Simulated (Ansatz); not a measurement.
# Y on Cu(110): change of the work function, part 3 of 5

Aim: the work function of Cu(110) at several coverages of Y (longbridge site), and the dipole that each adsorbate carries.

Ansatz 0.2.0; plane-wave DFT, PBE, Ansatz PAW (the session's first sound run).

So far, work function, upper face (eV): step 2 (the clean slab) 4.35; step 3 (21 atoms, coverage 0.25 ML, cell 2x2) 2.64.

## 4. The covered slab, coverage 0.5 ML

System of this step: YCu10 (Y/Cu(110)). The cell holds 22 atoms: 20 Cu and 2 Y. Its edges and angles: a = 7.220 Å, b = 5.105 Å, c = 25.909 Å, α = 90.0°, β = 90.0°, γ = 90.0°. Vacuum lies along c.

Another coverage, to see how the dipoles act on each other as their distance changes.

input.yaml

```yaml
crystal:
  lattice:
    - [7.22, 0.0, 0.0]
    - [0.0, 5.1053109602, 0.0]
    - [0.0, 0.0, 25.9091056681]
  atoms:
    - { symbol: Cu, position: [0.0, 0.0, 0.3473682232] }
    - { symbol: Cu, position: [0.25, 0.25, 0.3966299675] }
    - { symbol: Cu, position: [0.0, 0.0, 0.4457596541] }
    - { symbol: Cu, position: [0.25, 0.25, 0.4973653834] }
    - { symbol: Cu, position: [0.0, 0.0, 0.5422895001] }
    - { symbol: Cu, position: [0.0, 0.5, 0.3473682232] }
    - { symbol: Cu, position: [0.25, 0.75, 0.3966299675] }
    - { symbol: Cu, position: [0.0, 0.5, 0.4457596541] }
    - { symbol: Cu, position: [0.25, 0.75, 0.4973653834] }
    - { symbol: Cu, position: [0.0, 0.5, 0.5422895001] }
    - { symbol: Cu, position: [0.5, 0.0, 0.3473682232] }
    - { symbol: Cu, position: [0.75, 0.25, 0.3966299675] }
    - { symbol: Cu, position: [0.5, 0.0, 0.4457596541] }
    - { symbol: Cu, position: [0.75, 0.25, 0.4973653834] }
    - { symbol: Cu, position: [0.5, 0.0, 0.5422895001] }
    - { symbol: Cu, position: [0.5, 0.5, 0.3473682232] }
    - { symbol: Cu, position: [0.75, 0.75, 0.3966299675] }
    - { symbol: Cu, position: [0.5, 0.5, 0.4457596541] }
    - { symbol: Cu, position: [0.75, 0.75, 0.4973653834] }
    - { symbol: Cu, position: [0.5, 0.5, 0.5422895001] }
    - { symbol: "Y", position: [0.25, 0.0, 0.6526317768] }
    - { symbol: "Y", position: [0.75, 0.5, 0.6526317768] }
kpoints:
  mp_grid: { grid: [4, 6, 1] }
hamiltonian:
  xc: pbe
scf:
  occupations: { method: fermi_dirac, width: 0.1 }
  convergence: { dr2_threshold: 1.0e-08 }
efield:
  axis: 3
  dipole_correction: true
  ramp_position: 0.97
  ramp_width: 0.06
relax:
  f_tol: 0.02
  max_steps: 60
  constraints: [{ sites: [0, 1, 5, 6, 10, 11, 15, 16] }]
output:
  bader: true
  dos: { projected: true, e_range: [-8, 4] }
  write_potential: true
  write_density: true
  volumetric_format: npy
```

On the command line:

```sh
$ ansatz run input.yaml --threads 4 --pin off --max-ram 12288MiB --backend cpu --events-out ev --progress --plain --runs-dir out
```

Numbers of over 12 decimals in the logs are rounded to 6 here.

Output:

```text
[...]
Crystal: 22 atoms, lattice volume = 955.019 Å³
Basis set: ecut = 420 eV, 18671 PW (Γ), exchange–correlation on 100×72×360 points (8 copies of the dense FFT grid, shifted against one another)
Bands: 242, of which v1, the nominal top of the filled ones, is band 201 counted from 1 (200 counted from 0)
Symmetry: 8 space group operations
[...]
k-points: 12 of 24
[...]
SCF iter   1: F=—  HF=-140191.622753 eV  |F-HF|=—  |Δ(HF+E_count)|=         —  Δρ=4.48e-3  dr2=4.63e0  ethr=1.77e-3  p=0.128 e·Å  D=2.42e-2 V/Å  ΔV_dip=-0.63 eV  dr2_dipole=2.51e0  V_vac-E_F(+/−)=3.45/4.07 eV  ⟨swp⟩=8.5  Hψ=12965  notcnv=0  defer=88
[...]
SCF iter  13: F=-140191.536709 eV  HF=-140191.536709 eV  |F-HF|=4.36e-8  |Δ(HF+E_count)|=   1.12e-8  Δρ=7.22e-7  dr2=9.95e-9  ethr=2.49e-12  p=0.209 e·Å  D=3.96e-2 V/Å  ΔV_dip=-1.03 eV  dr2_dipole=5.85e-11  V_vac-E_F(+/−)=3.20/4.22 eV  ⟨swp⟩=17.3  Hψ=21704  notcnv=0
SCF 1 converged in 13 iterations: F = -140191.536709 eV  dr2 = 9.95e-9
[...]
relax step   1: F+E_penalty+E_count = -140191.53670939 eV  Δ(F+E_penalty+E_count) = +0.000e0 eV  max|allowed force component| = 1.550e0 eV/Å  Δτ_max = 0.0000 Å  (13 SCF iters, accepted)
[...]
SCF iter  13: F=-140192.243857 eV  HF=-140192.243857 eV  |F-HF|=3.27e-8  |Δ(HF+E_count)|=   2.17e-8  Δρ=7.67e-7  dr2=5.88e-9  ethr=2.49e-12  p=0.213 e·Å  D=4.03e-2 V/Å  ΔV_dip=-1.04 eV  dr2_dipole=4.14e-11  V_vac-E_F(+/−)=3.20/4.24 eV  ⟨swp⟩=12.8  Hψ=21793  notcnv=0
SCF 2 converged in 13 iterations: F = -140192.243857 eV  dr2 = 5.88e-9
relax step   2: F+E_penalty+E_count = -140192.24385730 eV  Δ(F+E_penalty+E_count) = -7.071e-1 eV  max|allowed force component| = 1.637e0 eV/Å  Δτ_max = 0.1986 Å  (13 SCF iters, accepted)
SCF iter   1: F=—  HF=-140193.052688 eV  |F-HF|=—  |Δ(HF+E_count)|=         —  Δρ=3.99e-3  dr2=1.93e-1  ethr=3.88e-4  p=0.213 e·Å  D=4.03e-2 V/Å  ΔV_dip=-1.04 eV  dr2_dipole=4.38e-3  V_vac-E_F(+/−)=3.21/4.25 eV  ⟨swp⟩=5.2  Hψ=6955  notcnv=0  defer=172
[...]
SCF iter  14: F=-140193.018129 eV  HF=-140193.018129 eV  |F-HF|=2.40e-8  |Δ(HF+E_count)|=   2.04e-8  Δρ=1.05e-6  dr2=7.77e-9  ethr=2.49e-12  p=0.224 e·Å  D=4.25e-2 V/Å  ΔV_dip=-1.10 eV  dr2_dipole=8.97e-12  V_vac-E_F(+/−)=3.17/4.28 eV  ⟨swp⟩=14.0  Hψ=21129  notcnv=0
SCF 3 converged in 14 iterations: F = -140193.018129 eV  dr2 = 7.77e-9
relax step   3: F+E_penalty+E_count = -140193.01812888 eV  Δ(F+E_penalty+E_count) = -7.743e-1 eV  max|allowed force component| = 1.580e0 eV/Å  Δτ_max = 0.1937 Å  (14 SCF iters, accepted)
[...]
relax step   4: F+E_penalty+E_count = -140193.68621364 eV  Δ(F+E_penalty+E_count) = -6.681e-1 eV  max|allowed force component| = 1.265e0 eV/Å  Δτ_max = 0.1951 Å  (14 SCF iters, accepted)
[...]
relax step   5: F+E_penalty+E_count = -140194.15911367 eV  Δ(F+E_penalty+E_count) = -4.729e-1 eV  max|allowed force component| = 7.344e-1 eV/Å  Δτ_max = 0.1950 Å  (14 SCF iters, accepted)
[...]
relax step   6: F+E_penalty+E_count = -140194.57494499 eV  Δ(F+E_penalty+E_count) = -4.158e-1 eV  max|allowed force component| = 5.267e-1 eV/Å  Δτ_max = 0.2000 Å  (15 SCF iters, accepted)
[...]
relax step   7: F+E_penalty+E_count = -140194.87996873 eV  Δ(F+E_penalty+E_count) = -3.050e-1 eV  max|allowed force component| = 2.260e-1 eV/Å  Δτ_max = 0.2000 Å  (15 SCF iters, accepted)
[...]
relax step   8: F+E_penalty+E_count = -140194.95805609 eV  Δ(F+E_penalty+E_count) = -7.809e-2 eV  max|allowed force component| = 2.885e-1 eV/Å  Δτ_max = 0.1925 Å  (14 SCF iters, accepted)
[...]
relax step   9: F+E_penalty+E_count = -140194.98704023 eV  Δ(F+E_penalty+E_count) = -2.898e-2 eV  max|allowed force component| = 6.638e-2 eV/Å  Δτ_max = 0.0517 Å  (13 SCF iters, accepted)
SCF iter   1: F=—  HF=-140194.995252 eV  |F-HF|=—  |Δ(HF+E_count)|=         —  Δρ=1.16e-3  dr2=1.56e-2  ethr=2.76e-5  p=0.392 e·Å  D=7.42e-2 V/Å  ΔV_dip=-1.92 eV  dr2_dipole=3.06e-3  V_vac-E_F(+/−)=2.54/4.46 eV  ⟨swp⟩=3.0  Hψ=5313  notcnv=0  defer=222
[...]
SCF iter  11: F=-140194.991005 eV  HF=-140194.991005 eV  |F-HF|=2.74e-8  |Δ(HF+E_count)|=   3.43e-8  Δρ=7.74e-7  dr2=5.01e-9  ethr=2.49e-12  p=0.393 e·Å  D=7.45e-2 V/Å  ΔV_dip=-1.93 eV  dr2_dipole=2.65e-10  V_vac-E_F(+/−)=2.53/4.46 eV  ⟨swp⟩=11.2  Hψ=21150  notcnv=0
SCF 10 converged in 11 iterations: F = -140194.991005 eV  dr2 = 5.01e-9
relax step  10: F+E_penalty+E_count = -140194.99100513 eV  Δ(F+E_penalty+E_count) = -3.965e-3 eV  max|allowed force component| = 3.806e-3 eV/Å  Δτ_max = 0.0212 Å  (11 SCF iters, accepted)
[...]
SCF converged after 11 iterations
Free energy (F): -140194.991005 eV
[...]
Internal energy: -140194.651303 eV  (E = F + TS)
E sigma→0 (E₀):  -140194.821154 eV
Entropy (-TS):   -0.339702 eV (-15.441 meV/atom)
Fermi energy:    2.503026 eV
Dipole field:    D = 0.074498 V/Å  (p = 0.393183 e·Å, saw-weighted, corrected)
Work function:   Φ+ = 2.5345 eV   Φ− = 4.4647 eV
[...]
--- Forces (eV/Å), atoms counted from 1 ---
  atom   1  Cu     0.00380948    -0.00000000     0.37718624
  atom   2  Cu    -0.00000000    -0.06124235    -0.37581127
  atom   3  Cu    -0.00199653     0.00000000    -0.00380575
  atom   4  Cu    -0.00000000    -0.00247882     0.00144453
  atom   5  Cu    -0.00059009     0.00000000     0.00152067
  atom   6  Cu    -0.00380948     0.00000000     0.37718624
  atom   7  Cu    -0.00000000     0.06124235    -0.37581127
  atom   8  Cu     0.00199653     0.00000000    -0.00380575
  atom   9  Cu    -0.00000000     0.00247882     0.00144453
  atom  10  Cu     0.00059009    -0.00000000     0.00152067
  atom  11  Cu    -0.00380948     0.00000000     0.37718624
  atom  12  Cu    -0.00000000     0.06124235    -0.37581127
  atom  13  Cu     0.00199653     0.00000000    -0.00380575
  atom  14  Cu    -0.00000000     0.00247882     0.00144453
  atom  15  Cu     0.00059009    -0.00000000     0.00152067
  atom  16  Cu     0.00380948    -0.00000000     0.37718624
  atom  17  Cu    -0.00000000    -0.06124235    -0.37581127
  atom  18  Cu    -0.00199653     0.00000000    -0.00380575
  atom  19  Cu    -0.00000000    -0.00247882     0.00144453
  atom  20  Cu    -0.00059009     0.00000000     0.00152067
  atom  21  Y      0.00000000     0.00000000    -0.00106430
  atom  22  Y      0.00000000     0.00000000    -0.00106430
  max |Σ_I F_I| component: 9.06e-6 eV/Å
--- Band table (eV; the first three rows and the last of 12) ---
  k-point 0: bands = [... 197 lower, 2.0886, 2.3009, 2.3011, 2.3036, 2.4274, 2.6343, 2.8913, 2.9148, ... 37 higher]
  k-point 1: bands = [... 197 lower, 1.7634, 1.9322, 2.0776, 2.1130, 2.5216, 2.6675, 2.8895, 3.0440, ... 37 higher]
  k-point 2: bands = [... 197 lower, 1.5684, 1.5787, 1.8347, 2.1513, 2.4483, 2.7821, 2.8418, 2.9095, ... 37 higher]
  k-point 11: bands = [... 197 lower, 1.7886, 1.9452, 1.9452, 2.8761, 2.8761, 2.9946, 2.9946, 3.2836, ... 37 higher]
--- Relaxed structure (10 steps of the walk, 10 accepted, 0 SCFs on fresh bases) ---
  F+E_penalty+E_count = -140194.99100513 eV   max|allowed force component| = 3.806e-3 eV/Å
  atoms:
    - { symbol: Cu, position: [0.0, 0.0, 0.3473682232] }
    - { symbol: Cu, position: [0.25, 0.25, 0.3966299675] }
    - { symbol: Cu, position: [-0.00502688, 0, 0.447520] }
    - { symbol: Cu, position: [0.25, 0.234613, 0.494762] }
    - { symbol: Cu, position: [-0.068836, 0, 0.553261] }
    - { symbol: Cu, position: [0.0, 0.5, 0.3473682232] }
    - { symbol: Cu, position: [0.25, 0.750000, 0.3966299675] }
    - { symbol: Cu, position: [0.00502688, 0.5, 0.447520] }
    - { symbol: Cu, position: [0.25, 0.765387, 0.494762] }
    - { symbol: Cu, position: [0.068836, 0.5, 0.553261] }
    - { symbol: Cu, position: [0.5, 0.0, 0.3473682232] }
    - { symbol: Cu, position: [0.750000, 0.25, 0.3966299675] }
    - { symbol: Cu, position: [0.505027, 0, 0.447520] }
    - { symbol: Cu, position: [0.750000, 0.265387, 0.494762] }
    - { symbol: Cu, position: [0.568836, 0, 0.553261] }
    - { symbol: Cu, position: [0.5, 0.5, 0.3473682232] }
    - { symbol: Cu, position: [0.750000, 0.750000, 0.3966299675] }
    - { symbol: Cu, position: [0.494973, 0.5, 0.447520] }
    - { symbol: Cu, position: [0.750000, 0.734613, 0.494762] }
    - { symbol: Cu, position: [0.431164, 0.5, 0.553261] }
    - { symbol: Y, position: [0.25, 0, 0.601650] }
    - { symbol: Y, position: [0.750000, 0.5, 0.601650] }
--- Bader charges: 22 sites ---
  site symbol  charge [e]  shift [e]
     0     Cu     -0.0001     0.0002
     1     Cu     -0.0108     0.0002
     2     Cu      0.0235     0.0002
     3     Cu     -0.1152     0.0002
     4     Cu     -0.5881     0.0001
     5     Cu     -0.0001     0.0002
     6     Cu     -0.0108     0.0002
     7     Cu      0.0235     0.0002
     8     Cu     -0.1152     0.0002
     9     Cu     -0.5881     0.0001
    10     Cu     -0.0001     0.0002
    11     Cu     -0.0108     0.0002
    12     Cu      0.0235     0.0002
    13     Cu     -0.1152     0.0002
    14     Cu     -0.5881     0.0001
    15     Cu     -0.0001     0.0002
    16     Cu     -0.0108     0.0002
    17     Cu      0.0235     0.0002
    18     Cu     -0.1152     0.0002
    19     Cu     -0.5881     0.0001
    20      Y      1.3814     0.0001
    21      Y      1.3814     0.0001
  estimated error of the sums over rays = 4.7e-4 e
```

Elapsed: 20 min, on 4 threads of Arm Neoverse V2, shared host; peak memory 5.8 GiB.

Relaxation path:

```tsv
step	energy less that of the first step (eV)	largest force component (eV/Å)
1	0.0000	1.5503
2	-0.7071	1.6366
3	-1.4814	1.5796
4	-2.1495	1.2652
5	-2.6224	0.7344
6	-3.0382	0.5267
7	-3.3433	0.2260
8	-3.4213	0.2885
9	-3.4503	0.0664
10	-3.4543	0.0038
```

Forces are held to the 8 operations that the run works with; a distortion that breaks them can't arise in this run.

The atoms that moved most (Å):

```tsv
atom	dx	dy	dz	length
Y21	0.000	0.000	-1.321	1.321
Y22	0.000	0.000	-1.321	1.321
Cu15	0.497	0.000	0.284	0.573
Cu5	-0.497	0.000	0.284	0.573
Cu10	0.497	0.000	0.284	0.573
Cu20	-0.497	0.000	0.284	0.573
Cu9	0.000	0.079	-0.067	0.104
Cu4	0.000	-0.079	-0.067	0.104
```

This step gave:

| Item | Value |
| --- | --- |
| energy at zero smearing | -140194.8212 eV |
| work function, upper face | 2.535 eV |
| work function, lower face | 4.465 eV |
| dipole along the normal | 0.3932 e·Å |
| step between the vacuum levels | -1.930 eV |

Running mean over 1.276 Å of the planar mean; the ramp of the sawtooth is left out. Electron's electrostatic potential energy less the Fermi level against z:

```tsv
z (Å)	electron's electrostatic potential energy less the Fermi level (eV)
4	4.46
5	4.46
6	4.44
7	4.21
8	1.01
9	-7.46
10	-8.63
11	-8.43
12	-9.28
13	-7.74
14	-7.65
15	-8.71
16	-4.77
17	0.740
18	2.19
19	2.47
20	2.52
21	2.53
22	2.53
```

The density of states has structure finer than the step of the table below, so its rows give means over 0.25 eV, whole bins alone (the curve runs from -8 to 1.98 eV). Peaks (eV: height): -3.040: 127, -2.980: 110, -2.830: 138, -2.260: 107, -2.200: 101, -1.710: 127, -1.590: 104.

Density of states against energy, zero at the Fermi level; means over each step:

energy (eV), density of states (states/eV a cell) and a bar:
```
    -7.75          2 
    -7.50          2 
    -7.25          2 
    -7.00          3 
    -6.75          3 
    -6.50          3 
    -6.25          4 #
    -6.00          5 #
    -5.75          5 #
    -5.50          3 
    -5.25          7 ##
    -5.00          7 ##
    -4.75         17 ######
    -4.50         25 #########
    -4.25         27 #########
    -4.00         47 #################
    -3.75         42 ###############
    -3.50         57 #####################
    -3.25         65 ########################
    -3.00         80 #############################
    -2.75         81 ##############################
    -2.50         56 ####################
    -2.25         82 ##############################
    -2.00         67 ########################
    -1.75         81 ##############################
    -1.50         66 ########################
    -1.25         12 ####
    -1.00          9 ###
    -0.75          8 ##
    -0.50         10 ###
    -0.25          9 ###
     0.00         10 ###
     0.25         13 ####
     0.50         11 ####
     0.75         12 ####
     1.00          8 ###
     1.25          9 ###
     1.50         11 ####
     1.75         18 ######
```

Projected DOS per atom over height of the atomic layer and energy from the Fermi level. Layers: Cu4 Cu4 Cu4 Cu4 Cu4 Y2 from below.

Ten even steps from '0' (0.02 states/eV) to '9' (5.88 states/eV), each cell a mean:
```
000006
000003
000003
000004
000002
000001
000000
843100
957620
655660
566591
354470
143450
123420
012210
000000
000000
000000
000000
000000
000000
000000
```
Columns: height of the atomic layer (Å) from 9 to 15.6 (not evenly spaced); rows upwards: energy from the Fermi level (eV) from -7.96 to 1.95.

The relaxation took 10 steps and lowered the energy by 3.5 eV; the largest force on the free atoms ends at 0.0038 eV/Å.

The covered face has 2.53 eV, -1.81 eV against the clean one; the bare back face has moved by +0.16 eV, a measure of how thin the slab is.

## 5. Work function against coverage

This step: plane-wave DFT, PBE, Ansatz PAW; work function against coverage (Ansatz 0.2.0).

The runs are now put side by side.

Numbers from this step:

| Property | Result |
| --- | --- |
| work function of the clean face | 4.346 eV |
| largest change of the work function | -1.811 eV |

Table of work function of the covered face by coverage:

```tsv
coverage (adsorbates/nm²)	work function of the covered face (eV)
0.00	4.35
2.71	2.64
5.43	2.53
```

The dipole per adsorbate comes from the change of the cell's dipole. Coverage, by row:

```tsv
coverage (1/nm²)	coverage (ML)	work function (eV)	change (eV)	dipole per adsorbate, positive end outwards (debye)	mean height of the added atoms over the highest substrate atom (Å)
2.713	0.25	2.64	-1.706	1.788	1.356
5.426	0.5	2.535	-1.811	0.967	1.254
```

## 6. The 0.25 ML cell at another level of theory, cutoff 420 eV, functional revpbe

This step: plane-wave DFT, revPBE, Ansatz PAW (Ansatz 0.2.0).

System of this step: YCu20 (Y/Cu(110)). The cell holds 21 atoms: 20 Cu and 1 Y. Cell: a = 7.220 Å, b = 5.105 Å, c = 25.909 Å, α = 90.0°, β = 90.0°, γ = 90.0°. Vacuum lies along c.

The geometry is kept and the functional is revPBE.

input.yaml

```yaml
crystal:
  lattice:
    - [7.22, 0.0, 0.0]
    - [0.0, 5.1053109602, 0.0]
    - [0.0, 0.0, 25.9091056681]
  atoms:
    - { symbol: Cu, position: [0.0, 0.0, 0.3473682232] }
    - { symbol: Cu, position: [0.25, 0.25, 0.3966299675] }
    - { symbol: Cu, position: [0.0017148617, 0.0, 0.4457431275] }
    - { symbol: Cu, position: [0.25, 0.2448874245, 0.5003044274] }
    - { symbol: Cu, position: [-0.0404275915, 0.0, 0.5420952194] }
    - { symbol: Cu, position: [0.0, 0.5, 0.3473682232] }
    - { symbol: Cu, position: [0.25, 0.75, 0.3966299675] }
    - { symbol: Cu, position: [0.0083676706, 0.5, 0.4470222407] }
    - { symbol: Cu, position: [0.25, 0.7551125755, 0.5003044274] }
    - { symbol: Cu, position: [0.0085375147, 0.5, 0.5489229751] }
    - { symbol: Cu, position: [0.5, 0.0, 0.3473682232] }
    - { symbol: Cu, position: [0.75, 0.25, 0.3966299675] }
    - { symbol: Cu, position: [0.4982851383, 0.0, 0.4457431275] }
    - { symbol: Cu, position: [0.75, 0.2650336048, 0.4935772255] }
    - { symbol: Cu, position: [0.5404275915, 0.0, 0.5420952194] }
    - { symbol: Cu, position: [0.5, 0.5, 0.3473682232] }
    - { symbol: Cu, position: [0.75, 0.75, 0.3966299675] }
    - { symbol: Cu, position: [0.4916323294, 0.5, 0.4470222407] }
    - { symbol: Cu, position: [0.75, 0.7349663952, 0.4935772255] }
    - { symbol: Cu, position: [0.4914624853, 0.5, 0.5489229751] }
    - { symbol: "Y", position: [0.25, 0.0, 0.6012632485] }
kpoints:
  mp_grid: { grid: [4, 6, 1] }
hamiltonian:
  xc: revpbe
scf:
  occupations: { method: fermi_dirac, width: 0.1 }
  convergence: { dr2_threshold: 1.0e-08 }
efield:
  axis: 3
  dipole_correction: true
  ramp_position: 0.97
  ramp_width: 0.06
output:
  write_potential: true
  write_density: true
  volumetric_format: npy
```

Output:

```text
[...]
Crystal: 21 atoms, lattice volume = 955.019 Å³
Basis set: ecut = 420 eV, 18671 PW (Γ)
Bands: 235, of which v1, the nominal top of the filled ones, is band 196 counted from 1 (195 counted from 0)
Symmetry: 4 space group operations
[...]
k-points: 12 of 24
[...]
SCF iter   1: F=—  HF=-136424.633483 eV  |F-HF|=—  |Δ(HF+E_count)|=         —  Δρ=4.39e-3  dr2=2.04e-1  ethr=1.77e-3  p=0.320 e·Å  D=6.05e-2 V/Å  ΔV_dip=-1.57 eV  dr2_dipole=4.81e-2  V_vac-E_F(+/−)=2.64/4.21 eV  ⟨swp⟩=9.3  Hψ=12582  notcnv=0  defer=101
[...]
SCF iter  13: F=-136424.652911 eV  HF=-136424.652911 eV  |F-HF|=2.02e-8  |Δ(HF+E_count)|=   7.24e-8  Δρ=1.01e-6  dr2=9.23e-9  ethr=2.56e-12  p=0.358 e·Å  D=6.78e-2 V/Å  ΔV_dip=-1.76 eV  dr2_dipole=4.49e-11  V_vac-E_F(+/−)=2.51/4.27 eV  ⟨swp⟩=15.2  Hψ=11659  notcnv=0
SCF 1 converged in 13 iterations: F = -136424.652911 eV  dr2 = 9.23e-9
[...]
SCF converged after 13 iterations
Free energy (F): -136424.652911 eV
[...]
Internal energy: -136424.337885 eV  (E = F + TS)
E sigma→0 (E₀):  -136424.495398 eV
Entropy (-TS):   -0.315026 eV (-15.001 meV/atom)
Fermi energy:    2.123803 eV
Dipole field:    D = 0.067799 V/Å  (p = 0.357826 e·Å, saw-weighted, corrected)
Work function:   Φ+ = 2.5085 eV   Φ− = 4.2651 eV
[...]
--- Band table (eV; the first three rows and the last of 12) ---
  k-point 0: bands = [... 192 lower, 1.8233, 1.9775, 2.0271, 2.1085, 2.2058, 2.4912, 2.5133, 2.7073, ... 35 higher]
  k-point 1: bands = [... 192 lower, 1.2794, 1.6902, 1.8624, 1.9364, 2.0605, 2.5854, 2.7502, 3.0465, ... 35 higher]
  k-point 2: bands = [... 192 lower, 1.2936, 1.4079, 1.6432, 1.8297, 2.3059, 2.3325, 2.8042, 2.8537, ... 35 higher]
  k-point 11: bands = [... 192 lower, 1.7943, 1.8624, 1.9069, 1.9414, 2.8532, 2.8606, 3.0784, 3.3954, ... 35 higher]
```

The job ended after 2.5 min (4 threads; peak memory 5.4 GiB; 9.7 min of CPU time).

Numbers from this step:

```
energy at zero smearing        : -136424.4954 eV
work function, upper face      : 2.508 eV
work function, lower face      : 4.265 eV
dipole along the normal        : 0.3578 e·Å
step between the vacuum levels : -1.757 eV
```

The work function comes to 2.51 eV, -0.13 eV from the first level.

[end of part 3 of 5]

[Logs are printed without paths, hosts, clocks, repeated set-up lines and the standing remarks that a program may print on its own settings, such as how far it seeks lower states.]

[Hosts, paths, dates, database ids (printed as entryN), source tags and the programs' standing remarks are cut or masked in the printed files.]

[Maps of the electrostatic potential energy from Ansatz leave out the sawtooth potential of an applied field or a dipole correction, so their vacuum need not be flat; planar profiles and work functions include it.]

[The density of states shown here was stored with 400 of the rows of the run's finer table, so its peaks can read low, often by over a quarter, or be missed, and its means over a window can be off by a tenth or more.]
